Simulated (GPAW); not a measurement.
**A GW chain in GPAW: SiC (P6_3mc)**

Aim: the G0W0 gap of SiC (P6_3mc) on PBE, step by step.

Main program and level: GPAW 26.7.0; PBE and many-body steps on it, plane waves.

**The experiments to reproduce.**

- Gap 3.2 eV: experimental band gap quoted from earlier work; bulk crystal (quoted in “Local vibrational modes of Si vacancy spin qubits in SiC”, 2020, arxiv:2002.00067).

- Gap 3.26 eV: band gap of pure 4H-SiC, stated as experimental; bulk crystal (pure 4H-SiC, measurement details not given) (quoted in “IBIL Measurement and Optical Simulation of the DI Center in 4H-SiC”, 2023, pmc:10096426).

- Gap 3.285 eV: band gap at low temperature, quoted from earlier experiments; bulk crystal (quoted in “Excitation properties of the divacancy in 4H-SiC”, 2018, arxiv:1804.01167).

Most raw output is cut from this account.

## 1. The structure

It takes space group P6_3mc (No. 186, hexagonal). Conventional cell: a = 3.076 Å, b = 3.076 Å, c = 10.071 Å, α = 90.00°, β = 90.00°, γ = 120.00°. Nearest to Si lie 4 C at 1.88 to 1.89 Å. Si has 4 C at 1.88 to 1.89 Å nearest. Nearest to C lie 4 Si at 1.88 to 1.89 Å. Nearest to C lie 4 Si at 1.88 to 1.89 Å. Farther neighbours are not listed.

The cell and positions are those that the Materials Project relaxed with its own functionals (PBE, PBE+U or r2SCAN), kept fixed.

## 2. Ground state

This step: GPAW 26.7.0; DFT, PBE, plane waves, PAW.

The ground-state density comes first.

run.py

```python
import json
import numpy as np
from gpaw.mpi import world
from ase import Atoms
from gpaw import GPAW, PW, FermiDirac

atoms = Atoms(['Si', 'Si', 'Si', 'Si', 'C', 'C', 'C', 'C'],
    cell=[[3.0756941497, 0.0000000000, 0.0000000000],
      [-1.5378470748, 2.6636292679, 0.0000000000],
      [0.0000000000, 0.0000000000, 10.0706464800]],
    scaled_positions=[[0.6666666667, 0.3333333333, 0.9378419800],
      [0.3333333333, 0.6666666667, 0.4378419800],
      [0.0000000000, 0.0000000000, 0.6878943800],
      [0.0000000000, 0.0000000000, 0.1878943800],
      [0.6666666667, 0.3333333333, 0.7498025900],
      [0.3333333333, 0.6666666667, 0.2498025900],
      [0.0000000000, 0.0000000000, 0.5004600500],
      [0.0000000000, 0.0000000000, 0.0004600500]],
    pbc=(True, True, True))
calc = GPAW(mode=PW(600),
    xc='PBE',
    kpts={'size': (9, 9, 4), 'gamma': True},
    occupations=FermiDirac(0.001),
    nbands=-10,
    convergence={'density': 1e-6, 'bands': -3},
    maxiter=100,
    txt='gs.txt')
atoms.calc = calc
res = {'energy': atoms.get_potential_energy()}
kpts = calc.get_ibz_k_points()
res['kpts'] = kpts
res['eigenvalues'] = [calc.get_eigenvalues(kpt=k) for k in range(len(kpts))]
res['n_electrons'] = calc.get_number_of_electrons()
calc.write('gs.gpw')

if world.rank == 0:
    with open('result.json', 'w') as f:
        json.dump(res, f, default=lambda x: x.tolist())
```

The run is started by

```console
mpirun -n 4 gpaw python run.py
```

Run time: 28 s. Hardware: 4 MPI ranks of Arm Neoverse V1, shared host; peak memory 0.79 GiB.

Numbers from this step:

```
total energy               : -59.8828 eV
gap                        : 2.333 eV
k of the valence top       : 0, 0, 0
k of the conduction bottom : 0.4444, 0, 0
least direct gap           : 3.425 eV
```

The gap is indirect, with the least direct gap 1.09 eV higher.

## 3. Bands along the symmetry lines

The cheap functional maps the bands first; the places of the edges decide which points the dearer methods must see.

run.py

```python
import json
import numpy as np
from gpaw.mpi import world
from gpaw import GPAW

path = [[0.000000, 0.000000, 0.000000],
    [0.062500, 0.000000, 0.000000],
    [0.125000, 0.000000, 0.000000],
    [0.187500, 0.000000, 0.000000],
    [0.250000, 0.000000, 0.000000],
    [0.312500, 0.000000, 0.000000],
    [0.375000, 0.000000, 0.000000],
    [0.437500, 0.000000, 0.000000],
    [0.500000, 0.000000, 0.000000],
    [0.479167, 0.041667, 0.000000],
    [0.458333, 0.083333, 0.000000],
    [0.437500, 0.125000, 0.000000],
    [0.416667, 0.166667, 0.000000],
    [0.395833, 0.208333, 0.000000],
    [0.375000, 0.250000, 0.000000],
    [0.354167, 0.291667, 0.000000],
    [0.333333, 0.333333, 0.000000],
    [0.291667, 0.291667, 0.000000],
    [0.250000, 0.250000, 0.000000],
    [0.208333, 0.208333, 0.000000],
    [0.166667, 0.166667, 0.000000],
    [0.125000, 0.125000, 0.000000],
    [0.083333, 0.083333, 0.000000],
    [0.041667, 0.041667, 0.000000],
    [0.000000, 0.000000, 0.000000],
    [0.000000, 0.000000, 0.062500],
    [0.000000, 0.000000, 0.125000],
    [0.000000, 0.000000, 0.187500],
    [0.000000, 0.000000, 0.250000],
    [0.000000, 0.000000, 0.312500],
    [0.000000, 0.000000, 0.375000],
    [0.000000, 0.000000, 0.437500],
    [0.000000, 0.000000, 0.500000],
    [0.062500, 0.000000, 0.500000],
    [0.125000, 0.000000, 0.500000],
    [0.187500, 0.000000, 0.500000],
    [0.250000, 0.000000, 0.500000],
    [0.312500, 0.000000, 0.500000],
    [0.375000, 0.000000, 0.500000],
    [0.437500, 0.000000, 0.500000],
    [0.500000, 0.000000, 0.500000],
    [0.479167, 0.041667, 0.500000],
    [0.458333, 0.083333, 0.500000],
    [0.437500, 0.125000, 0.500000],
    [0.416667, 0.166667, 0.500000],
    [0.395833, 0.208333, 0.500000],
    [0.375000, 0.250000, 0.500000],
    [0.354167, 0.291667, 0.500000],
    [0.333333, 0.333333, 0.500000],
    [0.291667, 0.291667, 0.500000],
    [0.250000, 0.250000, 0.500000],
    [0.208333, 0.208333, 0.500000],
    [0.166667, 0.166667, 0.500000],
    [0.125000, 0.125000, 0.500000],
    [0.083333, 0.083333, 0.500000],
    [0.041667, 0.041667, 0.500000],
    [0.000000, 0.000000, 0.500000],
    [0.500000, 0.000000, 0.500000],
    [0.500000, 0.000000, 0.437500],
    [0.500000, 0.000000, 0.375000],
    [0.500000, 0.000000, 0.312500],
    [0.500000, 0.000000, 0.250000],
    [0.500000, 0.000000, 0.187500],
    [0.500000, 0.000000, 0.125000],
    [0.500000, 0.000000, 0.062500],
    [0.500000, 0.000000, 0.000000],
    [0.333333, 0.333333, 0.500000],
    [0.333333, 0.333333, 0.437500],
    [0.333333, 0.333333, 0.375000],
    [0.333333, 0.333333, 0.312500],
    [0.333333, 0.333333, 0.250000],
    [0.333333, 0.333333, 0.187500],
    [0.333333, 0.333333, 0.125000],
    [0.333333, 0.333333, 0.062500],
    [0.333333, 0.333333, 0.000000]]
calc = GPAW('gs.gpw').fixed_density(kpts=path,
    symmetry='off',
    nbands=26,
    convergence={'bands': 22},
    txt='bands.txt')
res = {}
kpts = calc.get_ibz_k_points()
res['kpts'] = kpts
res['eigenvalues'] = [calc.get_eigenvalues(kpt=k) for k in range(len(kpts))]
res['n_electrons'] = calc.get_number_of_electrons()

if world.rank == 0:
    with open('result.json', 'w') as f:
        json.dump(res, f, default=lambda x: x.tolist())
```

The run is started by

```console
mpirun -n 4 gpaw python run.py
```

It took 52 s on 4 MPI ranks; peak memory 0.91 GiB.

This step gave:

| Item | Value |
| --- | --- |
| gap | 2.219 eV |
| k of the valence top | 0, 0, 0 |
| k of the conduction bottom | 0.5, 0, 0 |
| least direct gap | 3.344 eV |

The gap is 2.219 eV, −0.114 eV from the run before at this level.

Electronic bands along the path, in eV, zero at the top of the highest filled band:

| point | band 13 | band 14 | band 15 | band 16 | band 17 | band 18 | band 19 | band 20 |
| --- | --- | --- | --- | --- | --- | --- | --- | --- |
| Γ | -0.58 | -0.05 | 0.00 | 0.00 | 5.12 | 5.70 | 6.34 | 6.35 |
| halfway | -1.67 | -1.63 | -0.84 | -0.55 | 3.79 | 4.30 | 5.08 | 6.13 |
| M | -2.37 | -2.23 | -1.58 | -1.12 | 2.22 | 2.35 | 4.23 | 4.75 |
| halfway | -3.21 | -2.57 | -1.93 | -1.85 | 3.14 | 3.98 | 4.72 | 6.09 |
| K | -4.00 | -2.88 | -2.88 | -1.67 | 3.97 | 3.97 | 5.19 | 5.59 |
| halfway | -2.51 | -2.08 | -1.56 | -0.93 | 4.70 | 4.92 | 5.29 | 6.34 |
| Γ | -0.58 | -0.05 | 0.00 | 0.00 | 5.12 | 5.70 | 6.34 | 6.35 |
| halfway | -0.41 | -0.41 | -0.06 | -0.06 | 5.17 | 5.55 | 6.53 | 6.61 |
| A | -0.21 | -0.21 | -0.21 | -0.21 | 5.33 | 5.33 | 6.80 | 6.80 |
| halfway | -1.28 | -1.28 | -0.92 | -0.92 | 3.96 | 3.96 | 5.57 | 5.57 |
| L | -2.51 | -2.51 | -1.56 | -1.56 | 2.64 | 2.64 | 4.21 | 4.21 |
| halfway | -3.23 | -3.23 | -2.05 | -2.05 | 3.52 | 3.52 | 5.50 | 5.50 |
| H | -2.76 | -2.76 | -2.46 | -2.46 | 3.23 | 3.23 | 6.69 | 6.69 |
| halfway | -2.15 | -2.15 | -1.04 | -1.04 | 4.95 | 4.95 | 5.53 | 5.53 |
| A | -0.21 | -0.21 | -0.21 | -0.21 | 5.33 | 5.33 | 6.80 | 6.80 |
| jump to L | -2.51 | -2.51 | -1.56 | -1.56 | 2.64 | 2.64 | 4.21 | 4.21 |
| halfway | -2.49 | -1.97 | -1.89 | -1.24 | 2.46 | 2.46 | 4.02 | 4.78 |
| M | -2.37 | -2.23 | -1.58 | -1.12 | 2.22 | 2.35 | 4.23 | 4.75 |
| jump to H | -2.76 | -2.76 | -2.46 | -2.46 | 3.23 | 3.23 | 6.69 | 6.69 |
| halfway | -3.58 | -2.65 | -2.65 | -2.00 | 3.54 | 3.54 | 5.62 | 6.19 |
| K | -4.00 | -2.88 | -2.88 | -1.67 | 3.97 | 3.97 | 5.19 | 5.59 |

## 4. Empty states on the mesh, 3×3×2 mesh, 287 bands

The sums over transitions need many empty states on a uniform mesh; this step solves for them.

run.py

```python
import json
import numpy as np
from gpaw.mpi import world
from gpaw import GPAW

calc = GPAW('gs.gpw').fixed_density(kpts={'size': (3, 3, 2), 'gamma': True},
    parallel={'domain': 1, 'band': 1},
    txt='nscf.txt')
calc.diagonalize_full_hamiltonian(nbands=287)
calc.write('full.gpw', mode='all')
res = {}
kpts = calc.get_ibz_k_points()
res['kpts'] = kpts
res['eigenvalues'] = [calc.get_eigenvalues(kpt=k) for k in range(len(kpts))]
res['n_electrons'] = calc.get_number_of_electrons()

if world.rank == 0:
    with open('result.json', 'w') as f:
        json.dump(res, f, default=lambda x: x.tolist())
```

The run is started by

```console
mpirun -n 4 gpaw python run.py
```

Run time: 50 s. Hardware: 4 MPI ranks; peak memory 2.6 GiB.

This step gave:

```yaml
gap: 3.003 eV
k_of_the_valence_top: 0, 0, 0
k_of_the_conduction_bottom: 0.3333, 0, 0
least_direct_gap: 3.848 eV
k_points_computed: 6
lowest_point_of_the_top_converged_band_above_the_valence_top: 115.3744 eV
```

On this mesh the gap is 3.003 eV. The earlier step found 2.333 eV, so this mesh misses an edge.

## 5. Screening and self-energy, 3×3×2 mesh, 129 bands, screening to 78 eV

G0W0 replaces the xc potential by the self-energy, built once from these orbitals. Only a window of levels is corrected, while the sums run over the empty bands that the input names.

This step: G0W0 on PBE, plane waves, PAW.

run.py

```python
import json
import numpy as np
from gpaw.mpi import world
from gpaw.response.g0w0 import G0W0

gw = G0W0('full.gpw',
    filename='gw',
    kpts=[0, 2],
    bands=(14, 18),
    ecut=78,
    nbands=129,
    integrate_gamma='WS',
    ppa=True)
gw.calculate()
res = {mode: {k: v for k, v in r.items() if k != 'sigma_eskwn'}
       for mode, r in gw.all_results.items()}

if world.rank == 0:
    with open('result.json', 'w') as f:
        json.dump(res, f, default=lambda x: x.tolist())
```

The run is started by

```console
mpirun -n 4 gpaw python run.py
```

Wall time 21 s (4 MPI ranks); peak memory 1.2 GiB.

Numbers from this step:

```yaml
g0w0_gap_on_the_points_computed: 3.755 eV
least_direct_g0w0_gap_on_the_computed_points: 4.697 eV
z_at_the_valence_top: 0.8016
z_at_the_conduction_bottom: 0.8230
starting_gap_on_the_mesh: 3.003 eV
k_of_the_valence_top: 0, 0, 0
k_of_the_conduction_bottom: 0.3333, 0, 0
```

The gap on the mesh goes from 3.00 eV to 3.76 eV, a correction of +0.75 eV. The start differs from the 2.33 eV found before because the two sample other k points.

Limits: finite bands, cutoff and mesh; coarse k mesh. v1 is the top filled band, c1 the lowest empty one. Levels before and after the correction, in eV, zero at the valence-band top of each column:

```
           conduction bottom  valence top
Kohn-Sham               3.00         0.00
     G0W0               3.76         0.00
```

|  | level | energy (eV) |
| --- | --- | --- |
| Kohn-Sham | Γ v2-v1 | 0.000 |
| Kohn-Sham | Γ c1 | 5.116 |
| Kohn-Sham | Γ c2 | 5.699 |
| Kohn-Sham | (0.333 0 0) v2 | -1.373 |
| Kohn-Sham | (0.333 0 0) v1 | -0.845 |
| Kohn-Sham | (0.333 0 0) c1 | 3.003 |
| Kohn-Sham | (0.333 0 0) c2 | 3.240 |
| G0W0 | Γ v2-v1 | 0.000 |
| G0W0 | Γ c1 | 6.152 |
| G0W0 | Γ c2 | 6.760 |
| G0W0 | (0.333 0 0) v2 | -1.462 |
| G0W0 | (0.333 0 0) v1 | -0.941 |
| G0W0 | (0.333 0 0) c1 | 3.755 |
| G0W0 | (0.333 0 0) c2 | 3.979 |

## 6. Where the time went

Times are wall times on 4 MPI ranks of Arm Neoverse V1, shared host, good to a factor of about two.

```
                          step  time  share  memory (GiB)
                  ground state  28 s   18 %          0.79
bands along the symmetry lines  52 s   34 %          0.91
      empty states on the mesh  50 s   33 %           2.6
     screening and self-energy  21 s   14 %           1.2
```

## 7. Summary of results

```
PBE gap                              : 2.22 eV, indirect
G0W0 gap on the mesh                 : 3.76 eV
G0W0 gap over the zone (rigid shift) : 2.97 eV
GW settings                          : 3×3×2 mesh, 129 bands, screening to 78 eV, Godby-Needs plasmon pole
known limits                         : not at the basis limit; coarse k mesh
```

G0W0 moves the gap on the mesh from 3.00 eV to 3.76 eV (+0.75 eV), with Z of 0.80 and 0.82 at the edges. The mesh misses the band edges by 0.78 eV in all; a rigid shift gives 2.97 eV for the zone. Only 2 of the mesh's irreducible points were corrected, so a valley elsewhere could overtake. Against experiment, by G0W0@PBE: the gap of 2.97 eV lies −0.23 eV from the measured 3.2 eV (kind not stated, quoted 2020); the gap of 2.97 eV lies −0.29 eV from the measured 3.26 eV (kind not stated, quoted 2023); the gap of 2.97 eV lies −0.31 eV from the measured 3.285 eV (kind not stated, quoted 2018). The calculation has static nuclei and no excitons; a measured gap holds zero-point and thermal motion, which mostly lowers it. Bands and cutoff are finite, so the gap is not at the basis limit. The miss can reach some tenths of an eV and take either sign; the mesh is an error of its own. These stock PAW sets were not made for GW. In the G0W0 run levels were corrected at 2 k points alone, so a gap called «on the mesh» is the least over those, and an edge elsewhere would be missed. A denser mesh or path gives a starting gap of 2.22 eV: the GW mesh misses a band edge, so its gaps are not the fundamental one. The 3×3×2 mesh is coarse for this cell, which bears on the long-range parts of exchange and screening.

[Paths, hosts, dates, memory and timing lines, banners, echoed tables and standing remarks are left out of the program output.]

[Logs are printed without paths, hosts, clocks, repeated set-up lines and the standing remarks that a program may print on its own settings, such as how far it seeks lower states.]

[Runs of the session that timed out or met a known fault of the program may be left out.]

[Hosts, paths, dates, database ids (printed as entryN), source tags and the programs' standing remarks are cut or masked in the printed files.]
